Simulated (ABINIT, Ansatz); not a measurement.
# Lattice dynamics of AlBiS3 (Pm-3m) in two programs, part 3 of 4

Aim: the phonon dispersion of AlBiS3 (Pm-3m), checked by a second program.

ABINIT 10.8.3; DFT LDA, scalar-relativistic, plane waves, HGH norm-conserving pseudopotentials.

So far. Step 3 (Ground state): The cell stands at -0.62 GPa: the relaxation ran with a smoothed and higher cutoff, and the difference is a stress of the finite basis. Step 4 (Zone-centre response): The acoustic modes at Γ come out as far as 3.3 cm⁻¹ from zero, where they should vanish, a small numerical error. The lowest optical mode is imaginary, 151i cm⁻¹, an instability at this level and on this k mesh. The relaxed cell has a = 4.569 Å (conventional setting).

The structure was built from a prototype and need not be the compound's stable phase.

## Step 5: Linear response on the mesh

Linear response treats each wavevector in the unit cell, with no supercell; the 2×2×2 mesh fixes the range of the force constants to be had.

dfpt_q.abi reads:

```
ndtset 3

# wavevectors
qpt1 0.5 0.0 0.0
qpt2 0.5 0.5 0.0
qpt3 0.5 0.5 0.5

# displacements
getwfk_filepath "gso_WFK"
getwfq_filepath "gso_WFK"
kptopt 3
nqpt 1
rfphon 1
rfatpol 1 5
rfdir 1 1 1
tolvrs 1.0d-10
prtwf 0

# basis, mesh and filling
ecut 24.0
ixc 7
ngkpt 6 6 6
nshiftk 1
shiftk 0.0 0.0 0.0
istwfk *1
occopt 7
tsmear 0.01
nband 20
nstep 100
diemac 1000000.0
prtebands 0
prtgsr 0
useylm 1

# cell and atoms
acell 3*1.0 Angstrom
rprim 
    4.569030356 0.0 0.0
    0.0 4.569030356 0.0
    0.0 0.0 4.569030356
ntypat 3
znucl 83 13 16
natom 5
typat 1 2 3 3 3
xred 
    0.0 0.0 0.0
    0.5 0.5 0.5
    0.5 0.5 0.0
    0.5 0.0 0.5
    0.0 0.5 0.5
pp_dirpath "./pseudo"
pseudos "Bi.hgh, Al.hgh, S.hgh"
```

Run with:

```console
$ OMP_NUM_THREADS=1 mpirun -n 4 abinit dfpt_q.abi > dfpt_q.log
```

Numbers of over 12 decimals in the logs are rounded to 6 here.

dfpt_q.abo, the main output file:

```text
[banners, grids, parts of the stress and lines that vanish by symmetry left out]
- input  file    -> dfpt_q.abi
- output file    -> dfpt_q.abo
- root for input  files -> dfpt_qi
[...]
DATASET    1 : space group Pm -3 m (#221); Bravais cP (primitive cubic)
[...]
nfft =       64000          nkpt =         216
[...]
DATASET    2 : space group Pm -3 m (#221); Bravais cP (primitive cubic)
[...]
nfft =       64000          nkpt =         216
[...]
DATASET    3 : space group Pm -3 m (#221); Bravais cP (primitive cubic)
[...]
nfft =       64000          nkpt =         216
[...]
== DATASET  1 ==================================================================
[...]
cutoff_energies: {ecut:  24.0, pawecutdg:  -1.0, }
[...]
Exchange-correlation functional for the present dataset will be:
  LDA: Perdew-Wang 92 LSD fit to Ceperley-Alder data - ixc=7
[...]
Perturbation : displacement of atom   1   along direction   1
[...]
-ETOT  1   3633.4635016492      3.461E+03 1.944E+01 3.528E+07
 ETOT  2   2104.8180798487     -1.529E+03 1.827E+01 1.497E+07
 ETOT  3   151.18117666089     -1.954E+03 9.546E-01 1.320E+06
 ETOT  4   2.344721     -1.488E+02 4.317E-01 1.371E+04
 ETOT  5  0.993660     -1.351E+00 1.172E-01 6.158E+01
[...]
At SCF step   14       vres2   =  2.81E-11 < tolvrs=  1.00E-10 =>converged.
[...]
Perturbation : displacement of atom   1   along direction   2
[...]
-ETOT  1   25.634345151785     -1.045E+02 1.669E+00 7.943E+04
[...]
At SCF step   11       vres2   =  4.64E-11 < tolvrs=  1.00E-10 =>converged.
[...]
Perturbation : displacement of atom   2   along direction   1
[...]
-ETOT  1   1283.6754957504      1.214E+03 5.410E+00 1.241E+07
[...]
At SCF step   13       vres2   =  1.03E-11 < tolvrs=  1.00E-10 =>converged.
[...]
Perturbation : displacement of atom   2   along direction   2
[...]
-ETOT  1   39.991432229098     -1.489E+01 9.402E-01 7.848E+04
[...]
At SCF step   11       vres2   =  2.74E-11 < tolvrs=  1.00E-10 =>converged.
[...]
Perturbation : displacement of atom   3   along direction   1
[...]
-ETOT  1   6130.6260567266      5.583E+03 1.675E+01 6.034E+07
[...]
Perturbation : displacement of atom   3   along direction   2
[...]
-ETOT  1   312.38528504161     -1.746E+02 4.461E+00 6.835E+05
[...]
Perturbation : displacement of atom   3   along direction   3
[...]
-ETOT  1   386.29318880737     -1.407E+02 1.640E+01 8.221E+05
[...]
Perturbation : displacement of atom   5   along direction   1
[...]
-ETOT  1   7617.7391631387      7.030E+03 3.727E+01 7.368E+07
[...]
Perturbation : displacement of atom   5   along direction   2
[...]
-ETOT  1   293.82391223015     -1.931E+02 7.865E+00 6.404E+05
[...]
Phonon wavevector (reduced coordinates) :  0.50000  0.00000  0.00000
 Phonon energies in Hartree :
[...]
Phonon frequencies in cm-1    :
- -1.848168E+02 -1.364289E+02 -1.364289E+02 -1.308747E+02 -1.308747E+02
-  4.028967E+01  5.337554E+01  5.337554E+01  9.193435E+01  1.243184E+02
-  1.243184E+02  3.295841E+02  3.800274E+02  4.544979E+02  4.544979E+02
[...]
== DATASET  2 ==================================================================
[...]
cutoff_energies: {ecut:  24.0, pawecutdg:  -1.0, }
[...]
Exchange-correlation functional for the present dataset will be:
  LDA: Perdew-Wang 92 LSD fit to Ceperley-Alder data - ixc=7
[...]
Perturbation : displacement of atom   1   along direction   1
[...]
-ETOT  1   449.24992848041      2.973E+02 1.093E+01 2.426E+06
[...]
Perturbation : displacement of atom   1   along direction   3
[...]
-ETOT  1   13.016538227100     -1.157E+02 4.473E-01 3.854E+04
[...]
Perturbation : displacement of atom   2   along direction   1
[...]
-ETOT  1   308.47030408952      2.458E+02 6.628E+00 1.439E+06
[...]
Perturbation : displacement of atom   2   along direction   3
[...]
-ETOT  1   33.118531206959     -2.123E+01 1.270E+00 5.581E+04
[...]
Perturbation : displacement of atom   3   along direction   1
[...]
-ETOT  1   1329.7261965866      8.114E+02 4.998E+01 6.715E+06
[...]
Perturbation : displacement of atom   3   along direction   3
[...]
-ETOT  1   344.41598636770     -1.805E+02 4.178E+00 6.706E+05
[...]
Perturbation : displacement of atom   4   along direction   1
[...]
-ETOT  1   1455.9691886182      9.377E+02 7.877E+01 7.310E+06
[...]
Perturbation : displacement of atom   4   along direction   2
[...]
-ETOT  1   1701.8553650248      1.143E+03 1.461E+01 8.521E+06
[...]
Perturbation : displacement of atom   4   along direction   3
[...]
-ETOT  1   266.07808067698     -2.187E+02 5.384E+00 5.301E+05
[...]
Phonon wavevector (reduced coordinates) :  0.50000  0.50000  0.00000
 Phonon energies in Hartree :
[...]
Phonon frequencies in cm-1    :
- -2.539282E+02 -1.611534E+02 -1.611534E+02 -8.588514E+01 -8.588514E+01
- -3.368256E+01  6.629211E+01  6.629211E+01  1.531899E+02  1.614122E+02
-  3.208463E+02  3.370393E+02  3.370393E+02  4.154832E+02  4.558653E+02
[...]
== DATASET  3 ==================================================================
[...]
cutoff_energies: {ecut:  24.0, pawecutdg:  -1.0, }
[...]
Exchange-correlation functional for the present dataset will be:
  LDA: Perdew-Wang 92 LSD fit to Ceperley-Alder data - ixc=7
[...]
Perturbation : displacement of atom   1   along direction   1
[...]
-ETOT  1   154.57209020615      1.037E+01 5.287E+00 6.258E+05
[...]
Perturbation : displacement of atom   2   along direction   1
[...]
-ETOT  1   149.34052671460      8.941E+01 3.809E+00 4.904E+05
[...]
Perturbation : displacement of atom   3   along direction   1
[...]
-ETOT  1   643.88886351718      1.367E+02 6.631E+00 2.237E+06
[...]
At SCF step   11       vres2   =  9.59E-11 < tolvrs=  1.00E-10 =>converged.
[...]
Perturbation : displacement of atom   3   along direction   3
[...]
-ETOT  1   1004.1221461800      4.569E+02 2.690E+00 3.501E+06
[...]
ETOT 11   12.044383544584     -8.754E-12 1.015E-06 8.441E-10
 ETOT 12   12.044383544590      6.480E-12 1.022E-06 2.856E-11
 At SCF step   12       vres2   =  2.86E-11 < tolvrs=  1.00E-10 =>converged.
[...]
Phonon wavevector (reduced coordinates) :  0.50000  0.50000  0.50000
 Phonon energies in Hartree :
[...]
Phonon frequencies in cm-1    :
- -2.292213E+02 -2.292213E+02 -2.292213E+02 -9.864760E+01 -9.864760E+01
- -9.864760E+01  1.378583E+02  1.378583E+02  1.378583E+02  3.178019E+02
-  3.178019E+02  3.480161E+02  3.480161E+02  3.480161E+02  4.443178E+02
[...]
strten2     0.0000000000E+00  0.0000000000E+00  0.0000000000E+00
           strten3     0.0000000000E+00  0.0000000000E+00  0.0000000000E+00
================================================================================
```

It took 40 min on 4 MPI ranks of Intel Xeon at 2.70GHz, shared host; 2.6 h of CPU time.

Read from the output:

| Property | Result |
| --- | --- |
| lowest mode on the q mesh (acoustic ones at the zone centre apart) | -253.9 cm⁻¹ |

Frequencies (cm⁻¹) before the sum rule at the irreducible wavevectors but Γ, which is solved apart; negative means imaginary. Frequencies by wavevector:

```
q (fractions)  star  mode 1  mode 2  mode 3  mode 4  mode 13  mode 14  mode 15
      0.5 0 0     3  -184.8  -136.4  -136.4  -130.9      380    454.5    454.5
    0.5 0.5 0     3  -253.9  -161.2  -161.2  -85.89      337    415.5    455.9
  0.5 0.5 0.5     1  -229.2  -229.2  -229.2  -98.65      348      348    444.3
```

## Step 6: Interpolated phonon bands

anaddb transforms the dynamical matrices to force constants and back along the path; points of the mesh come back as solved, but for the sum rule and, in polar crystals, the LO-TO term at Γ; the rest is interpolation.

anaddb.abi reads:

```
ddb_filepath "all_DDB"
output_file "anaddb.abo"
outdata_prefix "anaddb"
ifcflag 1
ngqpt 2 2 2
nqshft 1
q1shft 0.0 0.0 0.0
asr 1
chneut 0
dipdip 0
dipquad 0
quadquad 0
enunit 0
eivec 0
nph1l 62
qph1l 
    0.0 0.0 0.0 1.0
    0.0 0.05 0.0 1.0
    0.0 0.1 0.0 1.0
    0.0 0.15 0.0 1.0
    0.0 0.2 0.0 1.0
    0.0 0.25 0.0 1.0
    0.0 0.3 0.0 1.0
    0.0 0.35 0.0 1.0
    0.0 0.4 0.0 1.0
    0.0 0.45 0.0 1.0
    0.0 0.5 0.0 1.0
    0.05 0.5 0.0 1.0
    0.1 0.5 0.0 1.0
    0.15 0.5 0.0 1.0
    0.2 0.5 0.0 1.0
    0.25 0.5 0.0 1.0
    0.3 0.5 0.0 1.0
    0.35 0.5 0.0 1.0
    0.4 0.5 0.0 1.0
    0.45 0.5 0.0 1.0
    0.5 0.5 0.0 1.0
    0.45 0.45 0.0 1.0
    0.4 0.4 0.0 1.0
    0.35 0.35 0.0 1.0
    0.3 0.3 0.0 1.0
    0.25 0.25 0.0 1.0
    0.2 0.2 0.0 1.0
    0.15 0.15 0.0 1.0
    0.1 0.1 0.0 1.0
    0.05 0.05 0.0 1.0
    0.0 0.0 0.0 1.0
    0.05 0.05 0.05 1.0
    0.1 0.1 0.1 1.0
    0.15 0.15 0.15 1.0
    0.2 0.2 0.2 1.0
    0.25 0.25 0.25 1.0
    0.3 0.3 0.3 1.0
    0.35 0.35 0.35 1.0
    0.4 0.4 0.4 1.0
    0.45 0.45 0.45 1.0
    0.5 0.5 0.5 1.0
    0.45 0.5 0.45 1.0
    0.4 0.5 0.4 1.0
    0.35 0.5 0.35 1.0
    0.3 0.5 0.3 1.0
    0.25 0.5 0.25 1.0
    0.2 0.5 0.2 1.0
    0.15 0.5 0.15 1.0
    0.1 0.5 0.1 1.0
    0.05 0.5 0.05 1.0
    0.0 0.5 0.0 1.0
    0.5 0.5 0.5 1.0
    0.5 0.5 0.45 1.0
    0.5 0.5 0.4 1.0
    0.5 0.5 0.35 1.0
    0.5 0.5 0.3 1.0
    0.5 0.5 0.25 1.0
    0.5 0.5 0.2 1.0
    0.5 0.5 0.15 1.0
    0.5 0.5 0.1 1.0
    0.5 0.5 0.05 1.0
    0.5 0.5 0.0 1.0
```

mrgddb.in reads:

```
all_DDB
merged
4
dfpt_gammao_DDB
dfpt_qo_DS1_DDB
dfpt_qo_DS2_DDB
dfpt_qo_DS3_DDB
```

Run with:

```console
$ mrgddb < mrgddb.in > mrgddb.log
$ OMP_NUM_THREADS=1 anaddb anaddb.abi > anaddb.log
```

anaddb.abo, the main output file:

```text
[banners, grids, parts of the stress and lines that vanish by symmetry left out]
-outvars_anaddb: echo values of input variables ----------------------

 Flags :
[...]
Phonon wavevector (reduced coordinates) :  0.00000  0.00000  0.00000
 Phonon energies in Hartree :
[...]
Phonon frequencies in cm-1    :
- -1.511970E+02 -1.511970E+02 -1.511970E+02 -1.493253E+02 -1.493253E+02
- -1.493253E+02  0.000000E+00  0.000000E+00  0.000000E+00  1.040149E+02
-  1.040149E+02  1.040149E+02  4.567205E+02  4.567205E+02  4.567205E+02
[...]
Phonon wavevector (reduced coordinates) :  0.00000  0.05000  0.00000
 Phonon energies in Hartree :
[...]
Phonon frequencies in cm-1    :
- -1.521128E+02 -1.507010E+02 -1.507010E+02 -1.490074E+02 -1.490074E+02
- -1.473341E+02  8.319991E+00  8.319991E+00  1.935770E+01  1.044723E+02
-  1.044723E+02  1.106619E+02  4.558675E+02  4.566682E+02  4.566682E+02
[...]
Phonon wavevector (reduced coordinates) :  0.00000  0.10000  0.00000
 Phonon energies in Hartree :
[...]
Phonon frequencies in cm-1    :
- -1.547398E+02 -1.493731E+02 -1.493731E+02 -1.479701E+02 -1.479701E+02
- -1.413991E+02  1.636208E+01  1.636208E+01  3.556141E+01  1.058176E+02
-  1.058176E+02  1.290989E+02  4.532936E+02  4.565159E+02  4.565159E+02
[...]
Phonon wavevector (reduced coordinates) :  0.00000  0.15000  0.00000
 Phonon energies in Hartree :
[...]
Phonon frequencies in cm-1    :
- -1.587450E+02 -1.477087E+02 -1.477087E+02 -1.459444E+02 -1.459444E+02
- -1.316288E+02  2.390058E+01  2.390058E+01  4.843085E+01  1.079616E+02
-  1.079616E+02  1.553276E+02  4.489564E+02  4.562770E+02  4.562770E+02
[...]
Phonon wavevector (reduced coordinates) :  0.00000  0.20000  0.00000
 Phonon energies in Hartree :
[...]
Phonon frequencies in cm-1    :
- -1.636523E+02 -1.459282E+02 -1.459282E+02 -1.430729E+02 -1.430729E+02
- -1.181829E+02  3.079143E+01  3.079143E+01  5.911245E+01  1.107338E+02
[...]
Phonon wavevector (reduced coordinates) :  0.00000  0.25000  0.00000
 Phonon energies in Hartree :
[...]
Phonon frequencies in cm-1    :
[...]
Phonon wavevector (reduced coordinates) :  0.00000  0.30000  0.00000
 Phonon energies in Hartree :
[...]
Phonon frequencies in cm-1    :
[...]
Phonon wavevector (reduced coordinates) :  0.00000  0.35000  0.00000
 Phonon energies in Hartree :
[...]
Phonon frequencies in cm-1    :
[...]
Phonon wavevector (reduced coordinates) :  0.00000  0.40000  0.00000
 Phonon energies in Hartree :
[...]
Phonon frequencies in cm-1    :
[...]
Phonon wavevector (reduced coordinates) :  0.00000  0.45000  0.00000
 Phonon energies in Hartree :
[...]
Phonon frequencies in cm-1    :
[...]
Phonon wavevector (reduced coordinates) :  0.00000  0.50000  0.00000
 Phonon energies in Hartree :
[...]
Phonon frequencies in cm-1    :
[...]
Phonon wavevector (reduced coordinates) :  0.05000  0.50000  0.00000
 Phonon energies in Hartree :
[...]
Phonon frequencies in cm-1    :
[...]
Phonon wavevector (reduced coordinates) :  0.10000  0.50000  0.00000
 Phonon energies in Hartree :
[...]
Phonon frequencies in cm-1    :
[...]
Phonon wavevector (reduced coordinates) :  0.15000  0.50000  0.00000
 Phonon energies in Hartree :
[...]
Phonon frequencies in cm-1    :
[...]
Phonon wavevector (reduced coordinates) :  0.25000  0.25000  0.25000
 Phonon energies in Hartree :
[...]
Phonon frequencies in cm-1    :
[...]
-  2.116241E+02  2.482524E+02  4.202301E+02  4.202301E+02  4.581620E+02
  Phonon wavevector (reduced coordinates) :  0.30000  0.30000  0.30000
 Phonon energies in Hartree :
[...]
Phonon frequencies in cm-1    :
- -2.144402E+02 -1.969933E+02 -1.969933E+02 -1.010689E+02 -1.010689E+02
- -6.527920E+01  1.162262E+02  1.162262E+02  1.206252E+02  2.391978E+02
-  2.391978E+02  2.800551E+02  4.056380E+02  4.056380E+02  4.565638E+02
  Phonon wavevector (reduced coordinates) :  0.35000  0.35000  0.35000
 Phonon energies in Hartree :
[...]
Phonon frequencies in cm-1    :
- -2.217613E+02 -2.098101E+02 -2.098101E+02 -9.878994E+01 -9.878994E+01
- -7.812549E+01  1.264827E+02  1.264827E+02  1.313678E+02  2.648469E+02
[...]
Phonon wavevector (reduced coordinates) :  0.40000  0.40000  0.40000
 Phonon energies in Hartree :
[...]
Phonon frequencies in cm-1    :
[...]
Phonon wavevector (reduced coordinates) :  0.45000  0.45000  0.45000
 Phonon energies in Hartree :
[...]
Phonon frequencies in cm-1    :
[...]
Phonon wavevector (reduced coordinates) :  0.50000  0.50000  0.50000
 Phonon energies in Hartree :
[...]
Phonon frequencies in cm-1    :
[...]
Phonon wavevector (reduced coordinates) :  0.50000  0.50000  0.05000
 Phonon energies in Hartree :
[...]
Phonon frequencies in cm-1    :
[...]
Phonon wavevector (reduced coordinates) :  0.50000  0.50000  0.00000
 Phonon energies in Hartree :
[...]
Phonon frequencies in cm-1    :
[...]
- -3.369038E+01  6.619754E+01  6.619754E+01  1.531870E+02  1.612452E+02
-  3.208504E+02  3.370349E+02  3.370349E+02  4.154864E+02  4.558660E+02
-
```

Run time: 0.69 s. Hardware: 1 thread.

Numbers from this step:

```yaml
lowest_frequency_on_the_path: -254.0 cm⁻¹
```

Anaddb. The phonon branches at the labelled points (cm⁻¹):

```
    point  branch 1  branch 2  branch 3  branch 4  branch 12  branch 13  branch 14  branch 15
        Γ      -151      -151      -151      -149        104        457        457        457
  halfway      -169      -144      -144      -140        216        435        456        456
        X      -185      -137      -137      -131        330        380        454        454
  halfway      -226      -150      -148      -115        333        369        440        455
        M      -254      -161      -161       -86        337        337        416        456
  halfway      -204      -146      -146      -132        233        421        446        455
        Γ      -151      -151      -151      -149        104        457        457        457
  halfway      -204      -183      -183      -106        248        420        420        458
        R      -229      -229      -229       -99        348        348        348        444
  halfway      -223      -198      -181      -106        338        363        420        456
        X      -185      -137      -137      -131        330        380        454        454
jump to R      -229      -229      -229       -99        348        348        348        444
  halfway      -242      -201      -201      -100        343        343        392        453
        M      -254      -161      -161       -86        337        337        416        456
```

The path dips to 254i cm⁻¹.

## Step 7: Density of states

Sums over the zone need many more wavevectors than were solved, so the interpolation is sampled on a dense mesh.

anaddb.abi reads:

```
ddb_filepath "all_DDB"
output_file "anaddb.abo"
outdata_prefix "anaddb"
ifcflag 1
ngqpt 2 2 2
nqshft 1
q1shft 0.0 0.0 0.0
asr 1
chneut 0
dipdip 0
dipquad 0
quadquad 0
prtdos 2
ng2qpt 10 10 10
dosdeltae 4.5563e-06
ntemper 11
temperinc 100.0
tempermin 0.0
```

Run with:

```console
$ OMP_NUM_THREADS=1 anaddb anaddb.abi > anaddb.log
```

anaddb.abo, the main output file:

```text
-outvars_anaddb: echo values of input variables ----------------------

 Flags :
     ifcflag         1
 Miscellaneous information :
         asr         1
      chneut         0
 Interatomic Force Constants Inputs :
      dipdip         0
     dipquad         0
    quadquad         0
      ifcana         0
      ifcout         0
 Description of grid 1 :
        brav         1
       ngqpt         2         2         2
      nqshft         1
      q1shft
                     0.00000000E+00  0.00000000E+00  0.00000000E+00
 Phonon DOS information :
   dosdeltae  4.55630000E-06
    dossmear  4.55633525E-06
 Description of grid 2 (Fourier interp. or BZ sampling):
      ng2qpt        10        10        10
      ngrids         4
      q2shft         0.00000000E+00  0.00000000E+00  0.00000000E+00

================================================================================

 read the DDB information and perform some checks

  ==== Info on the Cryst% object ====
 Real(R)+Recip(G) space primitive vectors, cartesian coordinates (Bohr,Bohr^-1):
 R(1)=  8.6342160  0.0000000  0.0000000  G(1)=  0.1158183  0.0000000  0.0000000
 R(2)=  0.0000000  8.6342160  0.0000000  G(2)=  0.0000000  0.1158183  0.0000000
 R(3)=  0.0000000  0.0000000  8.6342160  G(3)=  0.0000000  0.0000000  0.1158183
 Unit cell volume ucvol=  6.4367810E+02 bohr^3
 Angles (23,13,12)=  9.00000000E+01  9.00000000E+01  9.00000000E+01 degrees
 Time-reversal symmetry is present
 Reduced atomic positions [iatom, xred, symbol]:
    1)    0.0000000  0.0000000  0.0000000  Bi
    2)    0.5000000  0.5000000  0.5000000  Al
    3)    0.5000000  0.5000000  0.0000000   S
    4)    0.5000000  0.0000000  0.5000000   S
    5)    0.0000000  0.5000000  0.5000000   S

 DDB file with 4 blocks has been read.

================================================================================

 Calculation of the interatomic forces

       Homogeneous q point set in the B.Z.
 Grid q points  :        8
  1)   0.00000000E+00  0.00000000E+00  0.00000000E+00
  2)   5.00000000E-01  0.00000000E+00  0.00000000E+00
  3)   0.00000000E+00  5.00000000E-01  0.00000000E+00
  4)   5.00000000E-01  5.00000000E-01  0.00000000E+00
  5)   0.00000000E+00  0.00000000E+00  5.00000000E-01
  6)   5.00000000E-01  0.00000000E+00  5.00000000E-01
  7)   0.00000000E+00  5.00000000E-01  5.00000000E-01
  8)   5.00000000E-01  5.00000000E-01  5.00000000E-01

 The interatomic forces have been obtained

================================================================================

 Calculation of phonon density of states

 Average speed of sound partial sums:     0.1359272958E-02 (at units)
-                                   =           2.9737 [km/s]

 Debye frequency from partial sums:     0.6136217634E-03 (Ha)
-                                 =     0.4037437250E+01 (THz)
-Debye temperature from partial sums:     0.1937664276E+03 (K)

 Average speed of sound:     0.1124579021E-03 (at units)
-                      =           0.2460 [km/s]

 Debye frequency from DOS:     0.5076729865E-04 (Ha)
-                        =     0.3340327786E+00 (THz)
-Debye temperature from DOS:     0.1603104499E+02 (K)

-
```

Wall time 1.1 s (1 thread).

Numbers from this step:

| Property | Result |
| --- | --- |
| share of modes beyond 3i cm⁻¹ on the dense interpolated mesh | 0.3929 |

The phonon density of states has structure finer than the step of the table below, so its rows give means over 25 cm⁻¹, whole bins alone (the curve runs from -284 to 486 cm⁻¹). Peaks (cm⁻¹: height): -149.0: 0.0578, -99.0: 0.0881, 141.0: 0.0459, 456.0: 0.192.

Tetrahedra. Phonon density of states against wavenumber; means over each step:

```csv
wavenumber (cm⁻¹),phonon density of states (1/cm⁻¹/cell)
-250,0.00469
-225,0.0208
-200,0.0232
-175,0.0291
-150,0.0461
-125,0.0347
-100,0.0449
-75,0.00826
-50,0.0142
-25,0.00759
0,0.00417
25,0.00565
50,0.0264
75,0.0287
100,0.0244
125,0.0363
150,0.0314
175,0.0130
200,0.0123
225,0.0106
250,0.0118
275,0.0112
300,0.0130
325,0.0146
350,0.00848
375,0.0156
400,0.0159
425,0.0222
450,0.0598
```

(Continued in part 4 of 4.)

[Host names and launcher messages were left out of these logs when they were recorded.]

[Logs are printed without paths, hosts, clocks, repeated set-up lines and the standing remarks that a program may print on its own settings, such as how far it seeks lower states.]

[Hosts, paths, dates, database ids (printed as entryN), source tags and the programs' standing remarks are cut or masked in the printed files.]
